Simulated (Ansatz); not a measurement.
# Nb-W stack of (111) layers: lattice stability ahead of a resistivity run, part 3 of 3

The plan: relax Nb-W stack of (111) layers, check its phonons, and, if the lattice is stable, compute its Eliashberg function and ρ(T).

Ansatz 0.2.0; DFT PBEsol, scalar-relativistic, plane waves, PAW; PAW set soft_1.

So far, highest frequency, solved or plainly interpolated (cm⁻¹): step 5 (phonons by linear response: q 2×2×1, k 6×6×1) 255. Also lowest on path (cm⁻¹): step 5 -113.

## (6) Phonons: q 3×3×1, k 9×9×1

An imaginary mode on so few k-points may come from the sampling, so the phonons are repeated with another q and k mesh.

input.yaml

```yaml
crystal:
  lattice:
    - [2.7236473271, 0.0, 0.0]
    - [-1.3618236635, 2.3587477762, 0.0]
    - [0.0, 0.0, 28.3972661742]
  atoms:
    - { symbol: Nb, position: [0.0, 0.0, 0.1910446062] }
    - { symbol: W, position: [0.3333333333, 0.6666666667, 0.2772620934] }
  periodic: [true, true, false]
kpoints:
  mp_grid: { grid: [9, 9, 1] }
hamiltonian:
  xc: pbesol
  pseudopotentials: { kind: paw, azcp: { folder: soft_1 }, xc_functional: pbe }
scf:
  occupations: { method: methfessel_paxton, width: 0.2 }
output:
  eigenvalues: true
phonons:
  method: dfpt
  qmesh: [3, 3, 1]
  temperatures: { t_max: 1000, t_step: 50 }
  qpath:
    path:
      - [0.0, 0.0, 0.0]
      - [0.5, 0.0, 0.0]
      - [0.33333333, 0.33333333, 0.0]
      - [0.0, 0.0, 0.0]
    npoints: 10
```

On the command line:

```bash
$ ansatz run input.yaml --threads 8 --pin off --max-ram 20480MiB --backend cpu --events-out ev --progress --plain --runs-dir out
```

Numbers of over 12 decimals in the logs are rounded to 6 here.

The log of the run:

```text
[...]
Crystal: 2 atoms, lattice volume = 182.435 Å³
Basis set: ecut = 420 eV, 3593 PW (Γ), exchange–correlation on 40×40×384 points (8 copies of the dense FFT grid, shifted against one another)
Bands: 18, of which v1, the nominal top of the filled ones, is band 14 counted from 1 (13 counted from 0)
Symmetry: 6 space group operations
k-points: 12 of 81 (time reversal used)
[...]
SCF iter   1: F=—  HF=-14751.872163 eV  |F-HF|=—  |Δ(HF+E_count)|=         —  Δρ=3.68e-2  dr2=1.43e1  ethr=3.10e-3  ⟨swp⟩=11.7  Hψ=1866  notcnv=0
[...]
SCF iter  15: F=-14750.228380 eV  HF=-14750.228380 eV  |F-HF|=2.55e-11  |Δ(HF+E_count)|=  1.29e-10  S|Δr|=    0.00e0  Δρ=1.13e-8  dr2=2.28e-13  ethr=1.00e-12  ⟨swp⟩=15.4  Hψ=1752  notcnv=0
SCF 1 converged in 15 iterations: F = -14750.228380 eV  dr2 = 2.28e-13
[...]
WARN: eigensolver did not converge in 3 slots of this pass, the one above among them; of largest residual over every band (k=1): 1 band(s) unlocked (lowest unlocked band 17, counted from 0; max residual 8.42e-4 eV among the unlocked bands, 8.42e-4 eV over every band); of lowest unlocked band (k=1): band 17
[...]
SCF converged after 15 iterations
[...]
Free energy (F): -14750.228380 eV
[...]
Internal energy: -14750.227566 eV  (E = F + TS)
E sigma→0 (E₀):  -14750.228177 eV
Entropy (-TS):   -0.000814 eV (-0.407 meV/atom)
Fermi energy:    -5.089717 eV
[...]
--- Band table (eV; the first three rows and the last of 12) ---
  k-point 0: bands = [... 10 lower, -6.8409, -5.9043, -5.2297, -5.2297, -4.6818, -4.6818, -4.6197, -1.8592]
  k-point 1: bands = [... 10 lower, -6.6637, -6.0916, -5.7390, -5.0839, -4.8972, -4.7300, -4.2083, -2.2211]
  k-point 2: bands = [... 10 lower, -7.1310, -6.3721, -6.2343, -5.5340, -4.6382, -3.4771, -3.0737, -2.4342]
  k-point 11: bands = [... 10 lower, -7.2137, -6.0098, -5.9926, -5.3346, -5.2779, -3.4971, -2.0432, -1.6557]
[...]
ASR residual: 2.056e-5 → 0.000e0 eV/Å²; symmetrization residual: 7.398e-6 eV/Å²
  ASR residual per site (eV/Å²): 1.80e-5 2.06e-5
  Γ frequencies (cm⁻¹): -50.69 -50.69 0.00 0.00 0.00 202.86
--- Phonons (arbitrary-q DFPT): 3 irreducible q on the 3×3×1 mesh ---
[...]
q = [0.3333, 0.3333, 0.0000] (star 2, 4 solved perturbations in 128 linear systems a pass and spin channel, the states on 45 of 81 k-point pairs; hermiticity 9.79e-7, symmetrization 2.23e-7): 62.24 109.99 138.10 170.89 235.30 247.42
[...]
interpolated dispersion: 31 rows × 6 modes
[...]
```

It took 17 s on 8 threads of INTEL XEON PLATINUM 8581C at 2.30GHz (Emerald Rapids), shared host; peak memory 1 GiB; 2 min of CPU time.

Numbers from this step:

```
share of imaginary modes in the plain interpolation between solved wavevectors : 0.062
highest frequency, solved or plainly interpolated                              : 270.3 cm⁻¹
```

Solved on the 3×3×1 mesh alone; all other wavevectors are interpolated. Phonon branches along the path, in cm⁻¹:

```csv
point,branch 1,branch 2,branch 3,branch 4,branch 5,branch 6
Γ,-51,-51,0,0,0,203
halfway,-62,51,60,135,164,208
M,56,77,78,154,208,270
halfway,65,97,134,162,195,268
K,62,110,138,171,235,247
halfway,41,67,78,140,175,211
Γ,-51,-51,0,0,0,203
```

The phonon branches as a text plot (rows in cm⁻¹):

```
    263 |                 **************
    249 |               **              **********
    235 |             **                ***
    221 |           **                **   **     **
    207 |***********    **********   *              *************
    193 |             **          ***        **
    179 |           **              *****  ***********
    165 |         **               *     **
    151 |           ***************            *****  ***
    137 |       ****              *** *******  ***  **
    123 |                       **   *       **       ***
    109 |       **                  ****************     **
     95 |     **               *  **              **     **
     81 |     **        **********                  **
     67 |   **    **********   *******************  *****  **
     53 |   **  ***************                   **  *****
     39 | **  ****                                  **   **  ***
     25 | ****        **                                   *****
     11 | **                                                 ***
     -4 |*  **                                             **   *
    -18 |
    -32 |                                                    ***
    -46 |***        **                                ***       *
    -60 |   ********                                     *******
         Γ                   M           K                      Γ
```

The modes has structure finer than the step of the table below, so its rows give means over 10 cm⁻¹, whole bins alone (the curve runs from -76.7 to 288 cm⁻¹). Peaks (cm⁻¹: height): Nb -63.0: 0.0160, 63.3: 0.0285, 77.1: 0.0152, 134.5: 0.0152, 150.6: 0.0216, 205.7: 0.0302, 256.2: 0.0211; W 63.3: 0.0460, 77.1: 0.0250, 111.6: 0.0190, 132.2: 0.0200, 150.6: 0.0203, 203.4: 0.0239.

Phonopy on the run's constants, 21x21x1 mesh, Gaussian sigma 2.6 cm⁻¹. The modes by wavenumber; means over each step; values in 1/cm⁻¹/cell:

```csv
wavenumber (cm⁻¹),Nb,W
-70,0.00319,8.9e-5
-60,0.0137,5.9e-4
-50,0.00686,7.1e-4
-40,0.00352,5.2e-4
-30,0.00302,6.3e-4
-20,0.00268,5.9e-4
-10,4.9e-4,5.6e-4
0,4.2e-4,0.00106
10,5.6e-4,0.00219
20,0.00237,0.00404
30,0.00289,0.00735
40,0.00553,0.00943
50,0.00628,0.0206
60,0.0181,0.0420
70,0.0150,0.0231
80,0.0121,0.0208
90,0.00964,0.0137
100,0.00435,0.0118
110,0.00935,0.0138
120,0.00480,0.00540
130,0.0130,0.0154
140,0.0103,0.0132
150,0.0190,0.0188
160,0.00941,0.00546
170,0.00647,0.00341
180,0.00979,0.0119
190,0.00826,0.0191
200,0.0154,0.0198
210,0.0163,0.0100
220,0.00836,0.00109
230,0.00642,6.0e-4
240,0.00782,4.9e-4
250,0.0129,5.7e-4
260,0.0199,6.7e-4
270,0.0117,3.3e-4
280,1.7e-4,3.8e-6
```

No LO-TO term; unit eigenvectors of the mass-weighted matrix. Modes at Γ, with each element's share of the kinetic energy (negative means imaginary):

```csv
mode,frequency (cm⁻¹),symmetry,Nb %,W %
1,-50.7,E,66,34
2,-50.7,E,66,34
3,0.0,unnamed,34,66
4,0.0,unnamed,34,66
5,0.0,unnamed,34,66
6,202.9,A1,66,34
```

Displacements in mode 1 (-50.7 cm⁻¹), the largest set to 1:
```
Nb1  0.79  1.00  0.00
W2  -0.40 -0.51  0.00
```

Displacements in mode 6 (202.9 cm⁻¹), the largest set to 1:
```
Nb1  0.00  0.00  1.00
W2   0.00  0.00 -0.51
```

Among the solved wavevectors the lowest mode, translations apart, is -50.7 cm⁻¹, imaginary.

## (7) Phonons: Fermi–Dirac smearing of 0.3 eV

The phonons are repeated on the same meshes with a wide Fermi–Dirac smearing, to see whether the soft mode comes from sharp features of the Fermi surface.

input.yaml: that of step 6 with these lines changed.

```diff
@@ -15,3 +15,3 @@
 scf:
-  occupations: { method: methfessel_paxton, width: 0.2 }
+  occupations: { method: fermi_dirac, width: 0.3 }
 output:
```

The log of the run:

```text
band count auto-derived: 21 (N_el = 27.0; filled up to band 14; 18 by the electrons, moments and atoms)
[...]
Crystal: 2 atoms, lattice volume = 182.435 Å³
Basis set: ecut = 420 eV, 3593 PW (Γ), exchange–correlation on 40×40×384 points (8 copies of the dense FFT grid, shifted against one another)
Bands: 21, of which v1, the nominal top of the filled ones, is band 14 counted from 1 (13 counted from 0)
Symmetry: 6 space group operations
k-points: 12 of 81 (time reversal used)
[...]
SCF iter   1: F=—  HF=-14752.172525 eV  |F-HF|=—  |Δ(HF+E_count)|=         —  Δρ=3.66e-2  dr2=1.52e1  ethr=3.10e-3  ⟨swp⟩=12.2  Hψ=2165  notcnv=0
[...]
SCF iter  13: F=-14750.589876 eV  HF=-14750.589876 eV  |F-HF|=1.76e-10  |Δ(HF+E_count)|=  1.02e-10  Δρ=3.60e-8  dr2=4.71e-12  ethr=1.00e-12  ⟨swp⟩=15.2  Hψ=2311  notcnv=0
SCF 1 converged in 13 iterations: F = -14750.589876 eV  dr2 = 4.71e-12
[...]
SCF converged after 13 iterations
Free energy (F): -14750.589876 eV
[...]
Internal energy: -14749.848386 eV  (E = F + TS)
E sigma→0 (E₀):  -14750.219131 eV
Entropy (-TS):   -0.741489 eV (-370.745 meV/atom)
Fermi energy:    -5.083662 eV
[...]
--- Band table (eV; the first three rows and the last of 12) ---
  k-point 0: bands = [... 10 lower, -6.8586, -5.9479, -5.3034, -5.3034, -4.6889, -4.6889, -4.6621, -1.8786, ... 3 higher]
  k-point 1: bands = [... 10 lower, -6.6811, -6.1367, -5.8000, -5.1140, -4.9268, -4.8024, -4.2153, -2.2422, ... 3 higher]
  k-point 2: bands = [... 10 lower, -7.1591, -6.4272, -6.2749, -5.5625, -4.6639, -3.5228, -3.1056, -2.4622, ... 3 higher]
  k-point 11: bands = [... 10 lower, -7.2073, -6.0991, -6.0701, -5.3451, -5.2962, -3.5231, -2.0595, -1.6762, ... 3 higher]
[...]
ASR residual: 2.909e-3 → 0.000e0 eV/Å²; symmetrization residual: 5.762e-5 eV/Å²
  ASR residual per site (eV/Å²): 2.91e-3 2.88e-3
  Γ frequencies (cm⁻¹): -39.38 -39.38 0.00 0.00 0.00 190.08
--- Phonons (arbitrary-q DFPT): 3 irreducible q on the 3×3×1 mesh ---
[...]
interpolated dispersion: 31 rows × 6 modes
[...]
```

The job ended after 19 s (8 threads; peak memory 1.1 GiB).

This step gave:

- share of imaginary modes in the plain interpolation between solved wavevectors: 0.0688
- highest frequency, solved or plainly interpolated: 255.6 cm⁻¹

Solved on the 3×3×1 mesh alone; all other wavevectors are interpolated. The phonon branches at the labelled points (cm⁻¹):

```csv
point,branch 1,branch 2,branch 3,branch 4,branch 5,branch 6
Γ,-39,-39,0,0,0,190
halfway,-46,35,44,127,150,203
M,52,64,68,144,202,256
halfway,69,96,125,146,191,249
K,88,96,147,170,207,228
halfway,29,64,67,132,159,208
Γ,-39,-39,0,0,0,190
```

The phonon branches as a text plot (rows in cm⁻¹):

```
    249 |                 ***********
    237 |               **           ****  *******
    224 |             **                 **       **
    211 |           **                   **         **
    198 |   ********    ***********     *  **         *******
    186 |***          **           *****     **              ****
    173 |           **               ***************
    160 |                           *               **
    147 |         **  **********   *    ***
    135 |           **          ***  ***   **  **********
    122 |       ****               **        **       ***
    109 |       **                * ****   ****          **
     97 |     **                ** *    ***    *****     **
     84 |     **               *  *   *******     **
     71 |                 ************       **     **     **
     58 |   **        **********               ***  **     **
     46 |         **********                      **  ***
     33 | **  ******                                *******  ***
     20 |   **  **                                       *******
      7 | **  **      **
     -5 |*****                                             ******
    -18 | **                                                 ***
    -31 |           **                                ***
    -43 |***********                                     ********
         Γ                   M           K                      Γ
```

Among the solved wavevectors the lowest mode, translations apart, is -39.4 cm⁻¹, imaginary.

Between step 6 and this run (occupations Fermi-Dirac and smearing width 0.3 eV) the value for the highest frequency, solved or plainly interpolated moves from 270 cm⁻¹ to 256 cm⁻¹ (-5 %).

## (8) Outcome

```yaml
phonon_run_of_the_rows_without_a_label_of_their_own: PBEsol, q 3×3×1, k 9×9×1
softest_mode_on_the_q_mesh: -50.7 cm⁻¹ at q = (0, 0, 0)
highest_frequency_solved_or_plainly_interpolated: 270 cm⁻¹
```

What this shows: The lattice is dynamically unstable at this level: a mode at q = (0, 0, 0) is imaginary, 50.7i cm⁻¹, so no harmonic coupling constant or resistivity is defined for this structure. These meshes are coarse, and single modes of a metal can move by tens of cm⁻¹ with the k mesh. The coarser mesh found an imaginary mode at another wavevector, which this mesh lacks. Spin–orbit coupling, left out here, matters for W. The PAW files were made for PBE; under other functionals the run regenerates their frozen core. The structure was built by hand as an ordered model, and its stability against other phases was not tested.

[Logs are printed without paths, hosts, clocks, repeated set-up lines and the standing remarks that a program may print on its own settings, such as how far it seeks lower states.]

[Hosts, paths, dates, database ids (printed as entryN), source tags and the programs' standing remarks are cut or masked in the printed files.]
